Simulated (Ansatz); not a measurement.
# Is the response still linear at 0.4 V/Å? Hf(0001), 9 layers

The dipole of a slab grows in proportion to a weak field along its normal. Does the weak-field slope carry to a strong field?

Set-up. Ansatz 0.2.0, plane waves with PAW datasets (its set soft_2), LDA; atoms held at bulk places, 18 Å of vacuum, dipole correction, cell area 8.87 Å², 18×18 k-points, smearing 0.1 eV. Without field the slab has no gap over 0.05 eV.

| run | field (V/Å) | dipole (e·Å) |
| --- | --- | --- |
| run 1 | −0.10 | −0.12226 |
| run 2 | −0.05 | −0.06113 |
| run 3 | 0.00 | 0.00000 |
| run 4 | 0.05 | 0.06113 |
| run 5 | 0.10 | 0.12226 |
| run 6 | 0.40 | ? |

Q: Estimate the withheld value from the rows shown.

A least-squares line through the 5 rows shown has slope 1.222600 and intercept 0.000000; no row lies more than 0.00001 e·Å off it. A perfect conductor with that slope would be 180.95 × 1.22260 / 8.87 = 24.94 Å thick. At 0.40 it gives 1.222600 × 0.40 + 0.000000 = 0.48904 e·Å, beyond the rows fitted. Rounding and scatter of the rows alone allow about ±0.00002 e·Å there.

The run itself gives 0.48933 e·Å: a miss of +0.00029 e·Å. That is under 1 % of the induced dipole, so the response is still linear.

Caveats: Ions are held, so this is the electronic response. Of the series that stay linear within 1 %, this collection keeps about one in seven, and it keeps all that bend. In the strongest field, at least, the program warns that the far vacuum lies low against the Fermi level, so charge may spill into it, by an amount that depends on the cell's height. Spin-orbit coupling is left out, which changes the bands of elements this heavy.
